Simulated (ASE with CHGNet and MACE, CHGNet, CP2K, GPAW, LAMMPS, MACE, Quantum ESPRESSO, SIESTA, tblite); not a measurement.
# Machine-learned potentials on glassy 67P2O5-33MgO (mol %) (80 atoms): settings against a plane-wave reference

How do the settings of machine-learned potentials change the result for glassy 67P2O5-33MgO (mol %) (80 atoms)? A plane-wave run serves as the yardstick.

Main program and level: ASE with CHGNet and MACE; the method is named at each step.

## Step 1: The structure

The cell holds 80 atoms: 20 P, 5 Mg and 55 O. Its edges and angles: a = 9.726 Å, b = 9.726 Å, c = 9.726 Å, α = 90.0°, β = 90.0°, γ = 90.0°. 80 atoms (20 P, 5 Mg, 55 O) placed at random at 2.93 g/cm³, melted at 4000 K for 10 ps at fixed volume with the Morse and Coulomb pair potential with partial charges (Pedone, Malavasi, Menziani, Cormack and Segre, J. Phys. Chem. B 110, 11780 (2006)). Quenched from 4000 K to 300 K at 25 K/ps and fixed volume, held 5 ps.

The yardstick, on the same geometry:

* method: Kohn-Sham DFT, PBE, SSSP efficiency 1.3.0 pseudopotentials, plane waves (Quantum ESPRESSO 7.5); sssp-pbe-1.3.0-efficiency, cutoffs 60/480 Ry, Γ point
* r.m.s. force component: 1.606 eV/Å
* longest force: 6.354 eV/Å
* pressure: 4.002 GPa
* gap (highest filled to lowest empty level): 1.699 eV
* time: 2.2 min on 4 MPI ranks of Arm Neoverse V1, shared host
* CPU time: 8.9 min

## Step 2: CHGNet 0.3.0 potential

Method: machine-learned interatomic potential CHGNet 0.3.0, trained on PBE(+U) plane-wave data.

run.py reads:

```python
import numpy as np
from ase.io import read
import mlip  # loads the published weights by name

atoms = read("structure.xyz")
atoms.calc = mlip.calc("chgnet-0.3.0")
energy = atoms.get_potential_energy()
forces = atoms.get_forces()
print(f"energy {energy:.6f} eV")
print("forces (eV/A)")
for i, (a, f) in enumerate(zip(atoms, forces)):
    print(f"{i:4d} {a.symbol:2s} {f[0]:10.5f} {f[1]:10.5f} {f[2]:10.5f}")
stress = -atoms.get_stress(voigt=False) * 160.21766
print("stress (GPa, compression positive)")
for row in stress:
    print(" ".join(f"{x:10.4f}" for x in row))
```

structure.xyz reads:

```xyz
80
Lattice="9.72560 0.00000 0.00000 0.00000 9.72560 0.00000 0.00000 0.00000 9.72560" Properties=species:S:1:pos:R:3 pbc="T T T"
P 6.04971 0.85926 9.50288
P 5.45538 7.98987 2.75196
P 2.33337 7.41499 2.21530
P 9.62689 1.25013 2.97341
P 0.22544 3.88314 4.70116
P 8.99618 3.87332 9.35690
P 1.62204 9.24020 4.95899
P 2.64741 1.63594 1.73057
P 7.04610 6.00352 0.71444
P 6.55739 1.17310 2.80564
P 8.48374 8.75819 9.33006
P 1.77142 1.12506 7.61369
P 0.17059 7.30645 7.00525
P 4.70174 6.24403 8.40058
P 7.62672 3.16899 6.64959
P 5.98027 4.22519 3.02933
P 3.29056 8.93345 9.47526
P 6.44807 0.43950 5.90655
P 3.30495 4.47893 4.41639
P 9.16550 6.40567 2.97350
Mg 2.50045 4.72353 0.51711
Mg 4.21313 7.43425 5.60477
Mg 2.04568 4.28189 7.54921
Mg 4.65603 3.15041 7.34789
Mg 7.04153 6.77291 5.54729
O 3.89928 7.52042 8.83036
O 3.08331 8.96107 5.33225
O 2.48684 9.56065 8.30051
O 8.03811 5.05614 9.59606
O 2.36254 8.06573 0.74323
O 6.20804 1.38989 1.18886
O 3.83626 3.69563 5.62597
O 6.31211 2.71801 3.12610
O 8.14305 1.08226 2.72540
O 1.56310 0.81617 6.12723
O 1.23398 6.41141 7.49445
O 3.19496 5.96140 4.80707
O 0.50320 0.26308 4.04770
O 5.60292 7.64238 4.22480
O 5.25455 6.65766 6.98668
O 0.38757 1.14665 8.25772
O 5.88078 6.05107 9.36624
O 4.90073 9.54062 9.46136
O 0.68857 4.34637 9.21822
O 8.23369 6.02073 1.87821
O 1.90486 8.37053 3.44646
O 5.79665 2.05667 8.70869
O 0.79769 8.22883 5.92308
O 9.63340 2.62581 3.79862
O 2.61765 2.28085 7.94115
O 4.47261 4.35298 3.37303
O 0.75004 6.75881 2.25498
O 3.54274 1.49434 2.94170
O 9.60413 5.22751 3.93002
O 9.28522 9.24156 0.77387
O 5.17878 0.58966 6.64472
[... 20 atom lines left out ...]
O 6.06206 9.37246 2.49549
O 9.32841 8.19946 8.16581
O 6.43096 0.73127 4.39257
O 2.88802 6.00196 1.95553
```

Launch:

```console
$ OMP_NUM_THREADS=1 python run.py > output.txt
```

Output:

```text
CHGNet v0.3.0 initialized with 412,525 parameters
CHGNet will run on cpu
energy -580.639465 eV
forces (eV/A)
   0 P    -1.72646   -0.18343   -0.51553
   1 P    -0.64966   -1.76811    0.61711
   2 P     0.34347   -0.00961    1.65305
   3 P     3.50951    1.45380    2.68225
   4 P     2.12061    0.15087    0.66634
   5 P    -0.51575   -3.51267    2.44555
   6 P     2.51866   -1.55530    1.09313
   7 P     5.21935    0.19208    2.80536
   8 P     1.99316    2.32089    3.24921
   9 P    -1.53810   -1.49396    0.41566
  10 P     1.40401   -2.28560    5.88498
  11 P    -5.87649   -1.68617    1.72989
  12 P    -1.27331   -3.33109   -1.56974
  13 P     1.71869    3.54139   -2.35888
  14 P     0.70997    1.07105    0.15030
  15 P     0.99822    3.56410    2.69728
  16 P     0.38822    2.16606    1.89815
  17 P    -1.21301   -0.38563    1.21811
  18 P    -1.77310    1.30654    2.38601
  19 P     0.05336    2.37182    1.71639
  20 Mg   -0.46508   -0.32469    1.28747
  21 Mg   -1.28536    0.28928   -1.05011
  22 Mg   -1.62850    0.56193   -1.03625
  23 Mg    0.47426   -1.28785   -0.41794
[...]
72 O    -0.04716    0.06956    0.92679
  73 O    -0.64665    1.15321   -2.40205
  74 O     0.08312   -1.71634   -2.01513
  75 O     0.15400    0.06235   -0.39722
  76 O     0.78680    0.17771   -0.87999
  77 O    -0.03905    1.72985   -0.78670
  78 O    -0.22254    0.87030   -1.56826
  79 O     0.01117   -0.31629   -0.20093
stress (GPa, compression positive)
    4.5674    -0.4934     1.0167
   -0.4934     3.8765     0.3840
    1.0167     0.3840     3.4897
```

It took 5.9 s on 1 thread of Arm Neoverse V1, shared host; peak memory 1.2 GiB.

Banners, paths, timers and routine set-up lines are dropped from the logs unmarked, and long logs keep their key lines alone; longer cuts are marked.

Against the reference:

- r.m.s. force component: 1.482 eV/Å
- r.m.s. difference of force components: 332.8 meV/Å
- longest difference of force vectors: 1563 meV/Å
- force difference over r.m.s. force: 20.72 %
- slope of forces against the reference's: 0.9042
- correlation of force components: 0.98
- pressure: 3.978 GPa
- pressure difference: -0.0244 GPa

Length of the force difference by element (eV/Å):

| element | atoms | mean | most |
| --- | --- | --- | --- |
| Mg | 5 | 0.40 | 0.54 |
| O | 55 | 0.47 | 1.6 |
| P | 20 | 0.63 | 1.1 |

The surroundings of Mg25, one of the 5 Mg atoms, nearest first, numbered as they follow in the input and with coordinates relative to it.

| atom | x | y | z | distance (Å) | bonds | Fx | Fy | Fz (eV/Å) |
| --- | --- | --- | --- | --- | --- | --- | --- | --- |
| Mg25 | 0.00 | 0.00 | 0.00 | 0.00 | 6 | 0.79 | 0.44 | -0.81 |
| O69 | 1.71 | -0.35 | 0.95 | 1.99 | 2 | -0.40 | 1.48 | -0.01 |
| O39 | -1.44 | 0.87 | -1.32 | 2.14 | 3 | 0.39 | -0.20 | 0.70 |
| O68 | -0.39 | -1.64 | -1.52 | 2.27 | 2 | 0.22 | -1.19 | 0.24 |
| O70 | 0.13 | 2.16 | 0.71 | 2.27 | 2 | 1.30 | -1.79 | -0.36 |
| O40 | -1.79 | -0.12 | 1.44 | 2.30 | 3 | -0.04 | -1.35 | 2.00 |
| O63 | 1.49 | 0.70 | -1.75 | 2.40 | 2 | 0.08 | 0.07 | 0.67 |
| Mg22 | -2.83 | 0.66 | 0.06 | 2.91 | 4 | -1.29 | 0.29 | -1.05 |
| O65 | -0.63 | -2.78 | 1.25 | 3.11 | 2 | -1.15 | 0.58 | -0.01 |

Atoms are counted from 1 here, from 0 in the log.

Forces lie 21 % from the reference's, at 0.0097 times its CPU time (on 1 against 4 cores).

## Step 3: CHGNet r2SCAN potential

Method: machine-learned interatomic potential CHGNet r2SCAN, trained on r2SCAN plane-wave data.

run.py, as its differences from that of step 2:

```diff
@@ -5,3 +5,3 @@
 atoms = read("structure.xyz")
-atoms.calc = mlip.calc("chgnet-0.3.0")
+atoms.calc = mlip.calc("chgnet-r2scan")
 energy = atoms.get_potential_energy()
```

structure.xyz is that of step 2.

Output:

```text
CHGNet vr2scan initialized with 412,525 parameters
CHGNet will run on cpu
energy -705.521362 eV
forces (eV/A)
   0 P    -1.44974   -0.09028   -0.58428
   1 P    -0.79843   -1.57237    0.42095
   2 P     0.33068   -0.33725    1.17924
   3 P     2.91785    1.39806    2.73030
   4 P     1.47592    0.18594    0.95742
   5 P    -0.29841   -3.24485    2.30626
   6 P     2.47056   -1.51074    1.39879
   7 P     5.21530    0.44777    2.83020
   8 P     1.58517    2.29627    2.64475
   9 P    -1.28808   -1.33425    0.39951
  10 P     1.57551   -1.91673    5.56090
  11 P    -5.44554   -1.32565    1.78721
  12 P    -0.88763   -3.09944   -1.16008
  13 P     1.48299    2.83848   -1.90224
  14 P     0.58278    0.81507    0.21559
  15 P     0.77183    2.96160    2.14613
  16 P     0.08178    2.23110    1.27602
  17 P    -1.18137   -0.52485    1.46104
  18 P    -1.77358    0.90292    1.97940
  19 P     0.13336    2.12912    1.49657
  20 Mg   -0.31579   -0.49035    1.08208
  21 Mg   -1.02349    0.23181   -0.94943
  22 Mg   -1.29121    0.43800   -0.81013
  23 Mg    0.39078   -1.10042   -0.38892
[...]
72 O    -0.40533    0.12402   -0.02078
  73 O    -0.51509    0.86698   -2.01527
  74 O     0.04639   -1.28160   -1.51225
  75 O    -0.10989    0.36752   -0.05584
  76 O     0.69279   -0.03779   -0.76125
  77 O    -0.25139    1.39420   -0.63100
  78 O    -0.16633    0.72558   -1.21610
  79 O    -0.30457    0.48624    0.04327
stress (GPa, compression positive)
   -2.2992    -0.3564     0.8002
   -0.3564    -2.5783     0.4604
    0.8002     0.4604    -3.0266
```

Run time: 4.4 s. Hardware: 1 thread; peak memory 1.2 GiB.

Compared with the plane-wave run:

```yaml
r_m_s_force_component: 1.307 eV/Å
r_m_s_difference_of_force_components: 566.1 meV/Å
longest_difference_of_force_vectors: 1692 meV/Å
force_difference_over_r_m_s_force: 35.25 %
slope_of_forces_against_the_reference_s: 0.7688
correlation_of_force_components: 0.945
pressure: -2.635 GPa
pressure_difference: -6.637 GPa
```

Against the first run (21 %), the force difference from the reference is 35 %, at 0.85 times the CPU time; this potential was trained at another functional than the reference's, which explains only part of so large a difference.

## Step 4: MACE MPA-0 medium potential

Method: machine-learned interatomic potential MACE MPA-0 medium, trained on PBE(+U) plane-wave data.

run.py, as its differences from that of step 3:

```diff
@@ -5,3 +5,3 @@
 atoms = read("structure.xyz")
-atoms.calc = mlip.calc("chgnet-r2scan")
+atoms.calc = mlip.calc("mace-mpa-0-medium")
 energy = atoms.get_potential_energy()
```

structure.xyz is that of step 3.

Output:

```text
energy -541.094934 eV
forces (eV/A)
   0 P    -1.07341   -0.25544   -0.52003
   1 P    -1.05182   -1.45939    1.24319
   2 P     0.71909   -0.49336    1.76185
   3 P     3.50445    1.60235    1.86736
   4 P     2.57294    0.24917    0.55319
   5 P    -0.26364   -3.27785    2.06775
   6 P     2.39020   -0.94632    1.49269
   7 P     4.72784    0.64327    2.60723
   8 P     1.95970    1.95688    3.08166
   9 P    -1.93427   -1.54560    0.33314
  10 P     1.93973   -1.61459    4.98688
  11 P    -5.25195   -1.33794    1.80980
  12 P    -1.51530   -2.95227   -1.29469
  13 P     1.97928    3.62267   -2.21867
  14 P     0.82882    0.90928    0.56274
  15 P     0.62117    3.16480    3.13921
  16 P     0.34769    2.36976    2.27353
  17 P    -1.05720   -0.12434    1.27894
  18 P    -1.06763    1.08223    2.64448
  19 P     0.16970    2.73499    1.67426
  20 Mg   -0.58730   -0.55522    1.41868
  21 Mg   -1.51288    0.47815   -1.24824
  22 Mg   -1.70901    0.47695   -1.17405
  23 Mg    0.22652   -1.50007   -0.45937
[...]
72 O     0.09533    0.24062    1.04582
  73 O    -1.00168    1.39303   -2.15451
  74 O     0.26305   -1.99243   -2.65757
  75 O     0.23855   -0.02133   -0.37330
  76 O     0.89560   -0.08086   -0.88217
  77 O     0.03130    1.45649   -0.54823
  78 O    -0.10713    0.95101   -1.70205
  79 O     0.26496   -0.43789   -0.48686
stress (GPa, compression positive)
    4.0023    -0.7600     1.2307
   -0.7600     3.7925     0.4392
    1.2307     0.4392     3.1654
```

Elapsed: 10 s, on 1 thread; peak memory 1.1 GiB.

Compared with the plane-wave run:

| Quantity | Value |
| --- | --- |
| r.m.s. force component | 1.456 eV/Å |
| r.m.s. difference of force components | 248.7 meV/Å |
| longest difference of force vectors | 1258 meV/Å |
| force difference over r.m.s. force | 15.49 % |
| slope of forces against the reference's | 0.8986 |
| correlation of force components | 0.9916 |
| pressure | 3.653 GPa |
| pressure difference | -0.3489 GPa |

Against the first run (21 %), the force difference from the reference is 15 %, at 1.9 times the CPU time.

## Step 5: All runs compared

Differences are against the plane-wave reference, forces as r.m.s. over components; share is that over the reference's r.m.s. force, slope the least-squares factor from reference forces to these. Total energies of different programs have different zeros and aren't compared.

| run | Δ force, r.m.s. (meV/Å) | share (%) | slope | Δ pressure (GPa) | cores | CPU time | memory (GiB) |
| --- | --- | --- | --- | --- | --- | --- | --- |
| reference | - | - | - | - | 4 | 8.9 min | 2.8 |
| CHGNet 0.3.0 potential | 333 | 20.7 | 0.904 | -0.0244 | 1 | 5.2 s | 1.2 |
| CHGNet r2SCAN potential | 566 | 35.2 | 0.769 | -6.64 | 1 | 4.4 s | 1.2 |
| MACE MPA-0 medium potential | 249 | 15.5 | 0.899 | -0.349 | 1 | 9.7 s | 1.1 |

Times of the machine-learned potentials are mostly Python's start and the loading of weights.

CPU time is summed over cores on a shared host, where runs went side by side, so it is rough. Symmetry, cutoffs, thresholds, outputs and thread counts weren't matched or tuned between programs; memory under MPI is the largest rank's times the ranks.

## Step 6: Summary of results

```json
{
  "nearest in forces": "MACE MPA-0 medium potential, 15 %",
  "its CPU time": "9.7 s"
}
```

In words: Machine-learned potentials differ by 15 % (MACE MPA-0 medium potential) to 35 % (CHGNet r2SCAN potential); they were trained on other programs' data, some at another functional. The reference's pressure holds the uncorrected Pulay stress of its 60 Ry basis, so small pressure differences, and their order, may be the reference's own error. In our tests on small cells the SSSP efficiency potentials stood apart from two norm-conserving sets, for C–F bonds most and for P–O bonds less, so differences between them and other runs here needn't be the other run's error. Machine-learned potentials mimic data converged in k, so the reference's own k-point error enters their differences. The quench rate of 25 K/ps is many orders above laboratory rates, so the cell is likely richer in defects and strain than a real sample. The network of bonds at the start is that of the classical potential that made the cell, and needn't be the one that DFT or experiment would give. The electronic-structure runs sample only Γ, in a cell whose shortest periodic width is 10 Å.

[Also dropped from logs without a mark: logging warnings of Python, and SIESTA's first energy breakdown and zero terms.]

[Logs are printed without paths, hosts, clocks, repeated set-up lines and the standing remarks that a program may print on its own settings, such as how far it seeks lower states.]

[Hosts, paths, dates, database ids (printed as entryN), source tags and the programs' standing remarks are cut or masked in the printed files.]
